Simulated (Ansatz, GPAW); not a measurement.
# STM contrast on NO/Co(0001), part 2 of 2

Wanted: filled- and empty-state images of NO/Co(0001), with its work function.

GPAW 26.7.0 and Ansatz 0.2.0; Ansatz plane waves; slab in vacuum with a dipole correction, relaxation; PAW set soft_1 (the session's first sound run).

So far, upper work function (eV): step 2 (relaxation) 5.87.

### 3. Plane waves, PBE (continued)

Local density of states summed over the bias window over a1 and a2. Sample bias -1 V, constant height 3.0 Å over the top atom.

Ten even steps from '_' (0.62 × 1e-6 arbitrary) to '@' (2.11 × 1e-6 arbitrary):
```
++##%%@@@@@@@@@@@@@@@@@@@@%%**==--::--::..__..--::::--
++##%%@@@@@@@@@@@@@@@@@@@@@@%%**==------..__..::------
==**%%%%@@@@%%%%%%%%@@@@@@@@%%##++----==--....::------
==++##%%@@@@@@%%%%%%%%@@@@@@@@%%**==--====::....--==--
--++##%%@@@@@@@@%%%%%%@@@@@@@@@@%%**==--==--....::----
--==**%%@@@@%%@@@@%%%%@@@@@@@@@@%%##++------::....----
----==**%%%%%%%%@@@@%%%%@@@@%%%%%%##**==--==--....::==
==--==++**%%%%%%%%@@%%%%@@@@@@%%%%##**==--====--..::--
====--==++**%%%%@@@@%%%%%%@@@@@@%%##**++======--::..::
::------==++**%%%%@@%%%%%%%%@@@@%%##**++==------......
..::------==++**####%%%%%%%%%%%%%%##++====----::::....
....::--------==++****##########****++==--==--::::....
::....::--==------====++********++====----====--::..::
::......::====----------==========--------====--......
..........::------------------------------------......
..............::::--==--::::::::::::----==--::........
::::::::::::......::------::::::::::------::......::::
==--------==--::........::::::::..::::::..........::==
====------====--::::..____................__....::--==
--====--====------==--..____________________..::--==--
----========------====--::..______..________..::--==--
--==++++++++++====--------::..____....______::--------
==++**########**++==--------::..__......__..::::------
==++##%%%%%%%%%%%%**++==--::::::..________....::::::--
++**##%%@@@@@@@@@@%%##++==--::::::..______....::::----
++##%%@@@@@@@@@@@@@@%%##**++--::::::..____..::::::--==
++##%%@@@@@@@@@@@@@@@@@@%%**++--::::::..____::::::--==
```
Columns: a1 from 0 to 0.963; rows upwards: a2 from 0 to 0.963.

Tip height over the top atom over a1 and a2. Sample bias 1.5 V, constant current at the mean current 3.0 Å over the top atom.

Ten even steps from '0' (2.76 Å) to '9' (3.14 Å):
```
788998777899988765653345556
788998666679998865554335556
689998666667999986554333555
689998666666799997666433465
668888766666689998666543466
567889866666689988666643356
556789986666689998765543235
555688998766789998765553224
445678888888888998776554213
344567888899999888776444211
233356678898889988766433310
133345567888888888665543320
012345556678777877655554320
001134555556677766565554210
111112356655567665556543210
232111234555555555555543211
334332233345555445554333223
543444333333454444554333334
554445555433333444333333455
555555566643321133211333466
556666556665431112111244566
666777666655653210011245556
677888887765565432003345555
688899988886665443113444556
789999999998766444211344566
789999999999877654311244567
788999999999887765531245567
```
Columns: a1 from 0 to 0.963; rows upwards: a2 from 0 to 0.963.

Local density of states summed over the bias window over a1 and a2. Sample bias 1.5 V, constant height 3.0 Å over the top atom.

Values in units of 1e-6 arbitrary, 12 rows by 16 columns, each cell a mean:
```
4.1 4.6 4.5 4.0 3.8 3.8 4.3 4.7 4.5 3.9 3.3 3.2 2.6 2.8 3.2 3.3
3.8 4.6 4.6 3.9 3.5 3.4 3.6 4.1 4.7 4.7 3.7 3.4 3.0 2.5 3.1 3.3
3.3 3.9 4.5 4.4 3.8 3.4 3.4 3.7 4.4 4.8 4.2 3.5 3.3 2.7 2.6 3.2
3.1 3.3 4.0 4.6 4.4 4.0 3.9 4.0 4.3 4.8 4.5 3.7 3.2 3.0 2.4 2.6
2.6 2.8 3.2 3.7 4.2 4.5 4.6 4.5 4.6 4.7 4.2 3.7 3.2 2.9 2.5 2.1
2.4 2.4 2.8 3.1 3.3 3.7 4.1 4.1 4.2 4.2 3.7 3.3 3.2 3.0 2.5 2.3
2.3 2.2 2.3 2.6 3.0 3.3 3.2 3.3 3.6 3.5 3.2 3.3 3.3 2.9 2.4 2.1
2.8 2.7 2.8 2.6 2.5 2.7 2.8 3.1 3.1 2.9 3.1 3.2 2.8 2.5 2.4 2.6
3.2 3.2 3.2 3.3 3.3 3.2 2.7 2.6 2.5 2.5 2.6 2.5 2.5 2.6 3.0 3.4
3.4 3.7 4.0 3.9 3.6 3.5 3.3 3.2 2.8 2.4 2.6 2.5 2.4 3.0 3.3 3.3
4.0 4.5 4.7 4.9 4.7 4.5 4.0 3.5 3.3 2.8 2.6 2.5 2.5 2.8 3.2 3.4
4.2 4.7 4.8 4.6 4.6 4.7 4.9 4.4 3.9 3.4 3.0 2.6 2.4 3.0 3.2 3.7
```
Columns: a1 from 0 to 0.963; rows upwards: a2 from 0 to 0.963.

Site moment by atom:

```tsv
atom	site moment (μB)
Co1	1.80
Co2	1.74
Co3	1.68
Co4	1.30
Co5	1.81
Co6	1.75
Co7	1.82
Co8	1.85
Co9	1.80
Co10	1.74
Co11	1.69
Co12	1.30
Co13	1.80
Co14	1.74
Co15	1.69
Co16	1.30
N17	-0.05
O18	-0.11
```

Force by atom:

```tsv
atom	x (eV/Å)	y (eV/Å)	z (eV/Å)	size
Co1	0.001	0.000	0.403	0.403
Co2	-0.005	0.003	-0.502	0.502
Co3	0.010	-0.006	-0.024	0.027
Co4	-0.112	0.065	-0.078	0.151
Co5	0.000	0.000	0.459	0.459
Co6	0.000	0.000	-0.345	0.345
Co7	0.001	-0.001	0.002	0.002
Co8	0.001	-0.001	0.091	0.091
Co9	-0.001	0.000	0.403	0.403
Co10	0.006	0.003	-0.503	0.503
Co11	-0.008	-0.006	-0.022	0.024
Co12	0.116	0.063	-0.076	0.153
Co13	0.000	0.001	0.403	0.403
Co14	0.000	-0.006	-0.503	0.503
Co15	0.001	0.010	-0.022	0.024
Co16	0.003	-0.132	-0.076	0.153
N17	-0.001	0.001	0.464	0.464
O18	0.001	-0.001	-0.098	0.098
```

The potential is flat to 5.7e-4 eV/Å where it is read, so the vacuum is wide enough. The geometry is the other program's minimum; here the largest force on a free atom is 0.46 eV/Å.

### 4. A second plane-wave code

A second program with its own datasets checks the number independently.

This step: Ansatz plane waves; slab in vacuum with a dipole correction; PAW set soft_1 (Ansatz 0.2.0).

The input, input.yaml:

```yaml
crystal:
  lattice:
    - [5.02, 0.0, 0.0]
    - [2.51, 4.347447527, 0.0]
    - [0.0, 0.0, 26.8053407836]
  atoms:
    - { symbol: Co, position: [0.3333333333, 0.3333333334, 0.3357539855], spin: 1.7 }
    - { symbol: Co, position: [0.0, 0.0, 0.4116944488], spin: 1.7 }
    - { symbol: Co, position: [0.3326266606, 0.3335884425, 0.4875765599], spin: 1.7 }
    - { symbol: Co, position: [-0.0054946443, 0.0025783228, 0.5621538366], spin: 1.7 }
    - { symbol: Co, position: [0.3333333333, 0.8333333334, 0.3357539855], spin: 1.7 }
    - { symbol: Co, position: [0.0, 0.5, 0.4116944488], spin: 1.7 }
    - { symbol: Co, position: [0.3333929666, 0.8332140668, 0.4871958627], spin: 1.7 }
    - { symbol: Co, position: [0.0001125113, 0.4997749774, 0.5586493864], spin: 1.7 }
    - { symbol: Co, position: [0.8333333333, 0.3333333334, 0.3357539855], spin: 1.7 }
    - { symbol: Co, position: [0.5, 0.0, 0.4116944488], spin: 1.7 }
    - { symbol: Co, position: [0.833784897, 0.3335884425, 0.4875765599], spin: 1.7 }
    - { symbol: Co, position: [0.5029163215, 0.0025783228, 0.5621538366], spin: 1.7 }
    - { symbol: Co, position: [0.8333333333, 0.8333333334, 0.3357539855], spin: 1.7 }
    - { symbol: Co, position: [0.5, 0.5, 0.4116944488], spin: 1.7 }
    - { symbol: Co, position: [0.8337677263, 0.8324645474, 0.4875780563], spin: 1.7 }
    - { symbol: Co, position: [0.5029609407, 0.4940781185, 0.5621409253], spin: 1.7 }
    - { symbol: "N", position: [0.3335137228, -0.1670274455, 0.6062179221] }
    - { symbol: O, position: [0.3336615509, -0.1673231019, 0.651647805] }
magnetization:
  spin_polarized: true
kpoints:
  mp_grid: { grid: [7, 7, 1] }
hamiltonian:
  xc: pbe
  pseudopotentials: { kind: paw, azcp: { folder: soft_1 } }
scf:
  occupations: { method: fermi_dirac, width: 0.1 }
efield:
  axis: 3
  dipole_correction: true
  ramp_width: 0.05
output:
  forces: true
  write_potential: true
  write_density: true
  volumetric_format: npy
```

Started as:

```sh
ansatz run input.yaml --threads 4 --pin off --max-ram 8192MiB --backend cpu --events-out ev --progress --plain --runs-dir out
```

Run time: 3.8 min. Hardware: 4 threads of Arm Neoverse V2, shared host; peak memory 3.8 GiB; 15 min of CPU time.

Numbers from this step:

```
upper work function     : 5.873 eV
lower work function     : 4.991 eV
dipole along the normal : -0.1064 e·Å
dipole field            : -0.03292 V/Å
vacuum level above      : 8.040 eV
vacuum level below      : 7.157 eV
```

The electrostatic potential energy of an electron (with the applied field's), less the Fermi level, planar mean oscillates, so the rows of the table below give means over windows of 1 Å about each position, cut where the curve ends. Its maxima inside the range that stand out by 2 % of the span (Å: eV): 10.0: -0.724, 12.1: -0.752, 14.0: -1.42. Its minima: 8.9: -17.9, 11.0: -18.1, 13.1: -18.1, 15.0: -18.2.

Electrostatic potential energy of an electron (with the applied field's), less the Fermi level, planar mean against z; means over each step:

```tsv
z (Å)	electrostatic potential energy of an electron (with the applied field's), less the Fermi level, planar mean (eV)
0	5.16
1	4.99
2	4.99
3	4.99
4	4.99
5	4.99
6	4.96
7	4.58
8	-0.673
9	-15.6
10	-4.52
11	-15.6
12	-4.64
13	-15.6
14	-5.45
15	-15.7
16	-3.92
17	1.98
18	4.24
19	5.83
20	5.87
21	5.87
22	5.87
23	5.87
24	5.87
25	5.87
26	5.78
```

The valence density, planar mean (density) oscillates, so the rows of the table below give means over windows of 2.08 Å about each position, cut where the curve ends. Its maxima inside the range that stand out by 2 % of the span (Å: e/Å³): 8.9: 3.99, 11.0: 4.11, 13.1: 4.07, 15.0: 4.07, 17.4: 0.313. Its minima: 10.0: 0.303, 12.1: 0.302, 14.0: 0.330, 16.8: 0.160.

Valence density, planar mean against z; means over each step:

```tsv
z (Å)	density (e/Å³)	rho spin (e/Å³)
3.12	0	-5.0e-7
5.20	3.1e-4	-5.1e-5
7.28	0.0648	0.00360
9.36	1.50	0.151
11.44	1.51	0.148
13.52	1.54	0.148
15.60	1.45	0.116
17.68	0.156	-0.00420
19.76	6.7e-4	-1.3e-5
21.84	0	0
```

Force by atom:

```tsv
atom	x (eV/Å)	y (eV/Å)	z (eV/Å)	size
Co1	0.000	0.000	0.446	0.446
Co2	-0.005	0.002	-0.499	0.499
Co3	-0.002	0.001	0.000	0.002
Co4	0.003	-0.002	-0.002	0.005
Co5	0.000	0.000	0.500	0.500
Co6	0.000	0.000	-0.345	0.345
Co7	0.000	0.000	0.001	0.001
Co8	0.000	0.001	-0.002	0.002
Co9	0.000	0.000	0.446	0.446
Co10	0.005	0.002	-0.499	0.499
Co11	0.002	0.001	0.000	0.002
Co12	-0.003	-0.002	-0.002	0.005
Co13	0.000	0.000	0.446	0.446
Co14	0.000	-0.006	-0.499	0.499
Co15	0.000	-0.003	0.001	0.003
Co16	0.000	0.005	-0.002	0.005
N17	0.000	0.000	-0.006	0.006
O18	0.000	0.002	0.015	0.015
```

The upper face's work function is 5.873 eV, against 5.870 eV in the first plane-wave PBE run at this geometry.

### 5. Side by side

Results and costs are gathered.

This step: comparison of work functions, dipole and cost; PAW set soft_1 (GPAW 26.7.0).

Ladder, by row:

```tsv
step	code	work function, upper (eV)	work function, lower (eV)	dipole (e Å)	wall time (s)	peak memory (GiB)	threads
pw	GPAW	5.87	5.003	-0.1055	12530	4.77	1
ansatz	Ansatz	5.873	4.991	-0.1064	228	3.77	4
```

### 6. A changed run

One more run, with changed settings.

This step: GPAW, PAW setups; slab in vacuum (GPAW 26.7.0).

The input, run.py:

```python
import json
import numpy as np
from ase import Atoms
from gpaw import GPAW, PW

slab = Atoms(
    ['Co', 'Co', 'Co', 'Co', 'Co', 'Co', 'Co', 'Co', 'Co', 'Co', 'Co', 'Co', 'Co', 'Co', 'Co', 'Co', 'N', 'O'],
    positions=[
        [2.51000, 1.44915, 9.00000],
        [0.00000, 0.00000, 11.03561],
        [2.50709, 1.45026, 13.06966],
        [-0.02111, 0.01121, 15.06873],
        [3.76500, 3.62287, 9.00000],
        [1.25500, 2.17372, 11.03561],
        [3.76500, 3.62235, 13.05945],
        [1.25500, 2.17275, 14.97479],
        [5.02000, 1.44915, 9.00000],
        [2.51000, 0.00000, 11.03561],
        [5.02291, 1.45026, 13.06966],
        [2.53111, 0.01121, 15.06873],
        [6.27500, 3.62287, 9.00000],
        [3.76500, 2.17372, 11.03561],
        [6.27500, 3.61910, 13.06970],
        [3.76500, 2.14798, 15.06838],
        [1.25500, -0.72614, 16.24988],
        [1.25500, -0.72743, 17.46764]],
    cell=[[5.02, 0.0, 0.0], [2.51, 4.34745, 0.0], [0.0, 0.0, 26.80534]],
    pbc=[True, True, False],
    magmoms=[1.7, 1.7, 1.7, 1.7, 1.7, 1.7, 1.7, 1.7, 1.7, 1.7, 1.7, 1.7, 1.7, 1.7, 1.7, 1.7, 0.0, 0.0])

slab.calc = GPAW(mode=PW(500), xc='PBE', kpts={'size': (1, 1, 1), 'gamma': True},
                 occupations={'name': 'fermi-dirac', 'width': 0.1}, nbands='160%',
                 convergence={'density': 1e-05}, maxiter=75,
                 poissonsolver={'dipolelayer': 'xy'},
                 symmetry={'tolerance': 1e-3}, txt='slab.txt')
result = {}
energy = slab.get_potential_energy()
fermi = slab.calc.get_fermi_level()
v = slab.calc.get_electrostatic_potential().mean((0, 1)) - fermi
n = slab.calc.get_pseudo_density().mean((0, 1))
L = slab.cell[2, 2]
z = np.arange(len(v)) * L / len(v)
low, high = slab.positions[:, 2].min(), slab.positions[:, 2].max()
below, above = np.interp([low - 6.8, high + 6.8], z, v)
slopes = [np.interp(x, z, np.gradient(v, z)) for x in (low - 6.8, high + 6.8)]
eps = np.array([[slab.calc.get_eigenvalues(k, s) for k in range(len(slab.calc.get_ibz_k_points()))]
                for s in range(slab.calc.get_number_of_spins())]) - fermi
top, bottom = eps[eps < 0].max(), eps[eps > 0].min()
dipole = slab.get_dipole_moment()[2]
print(f'energy {energy:.4f} eV, Fermi level {fermi:.4f} eV, dipole {dipole:.5f} e A')
print(f'potential 6.8 A off the faces, from the Fermi level: lower {below:.4f} eV, upper {above:.4f} eV')
print(f'slope of the potential there: lower {slopes[0]:.5f}, upper {slopes[1]:.5f} eV/A')
print(f'nearest levels on the mesh: {top:.4f} and {bottom:.4f} eV')
print('magnetic moment', round(slab.get_magnetic_moment(), 3))
result.update(energy=energy, fermi=fermi, dipole=dipole, below=below, above=above, slopes=slopes, edges=[top, bottom],
              z=z.tolist(), v=v.tolist(), n=n.tolist(), positions=slab.positions.tolist(),
              forces=slab.get_forces(apply_constraint=False).tolist(), moments=slab.get_magnetic_moments().tolist())
json.dump(result, open('result.json', 'w'))
```

Started as:

```sh
OMP_NUM_THREADS=1 OPENBLAS_NUM_THREADS=1 python run.py
```

Run time: 4.7 min. Hardware: 1 thread; peak memory 0.52 GiB.

The run finished. A setting was moved off its sound value on purpose, so it serves as a test and not as the result.

The fault put into the input: one k-point (kpts = [1, 1]).

The two runs compared:

```tsv
quantity	this run	sound run	difference
dipole along the normal (e·Å)	0.024681	-0.10551	0.130
upper work function (eV)	5.9317	5.8700	0.0618
lower work function (eV)	6.1443	5.0032	1.14
sum of the site moments (μB)	26.754	26.610	0.143
```

The dipole along the normal changes sign: 0.0247 e·Å against -0.106 e·Å.

### 7. Summary of results

- work function, upper and lower face: 5.870 and 5.003 eV
- dipole along the normal: -0.106 e Å
- corrugation at -2 V: 0.490 Å as printed, 0.35 Å or less without short-wave noise
- corrugation at -1 V: 0.549 Å as printed, 0.46 Å or less without short-wave noise
- corrugation at 1.5 V: 0.380 Å as printed, 0.29 Å or less without short-wave noise

**Reading.** At -2 V, -1 V and 1.5 V GPAW's map carries short-wave noise, which can't be real at this height: without waves under 1.5 Å it spans 0.35 Å against 0.49 Å printed, 0.46 Å against 0.55 Å printed and 0.29 Å against 0.38 Å printed. The reading below uses the filtered value, which may still be too high. The corrugation at constant current is largest at -1 V, where the tip height varies by 0.46 Å over the cell. Negative sample bias images filled states, positive bias empty ones. The two faces differ by 0.87 eV, the step that the slab's dipole makes (e p/(ε0 A) gives 0.87 eV), so the dipole layer is needed. The two plane-wave codes differ by 0.0032 eV on the upper face. The images are of Tersoff-Hamann type: an s-wave tip, no tip-sample forces, heights closer than in a microscope. At this geometry GPAW leaves forces of up to 0.46 eV/Å on free atoms, so it isn't GPAW's own minimum, and dipole and steps would shift on relaxing there. The cell of 21.8 Å² holds one NO, started on one chosen site; other sites and coverages weren't tried. One magnetic start was tried; another order may lie lower. The in-plane lattice was kept as typed, which isn't the functional's own and leaves some strain; spin-orbit coupling and temperature are left out.

[Logs are printed without paths, hosts, clocks, repeated set-up lines and the standing remarks that a program may print on its own settings, such as how far it seeks lower states.]

[Hosts, paths, dates, database ids (printed as entryN), source tags and the programs' standing remarks are cut or masked in the printed files.]
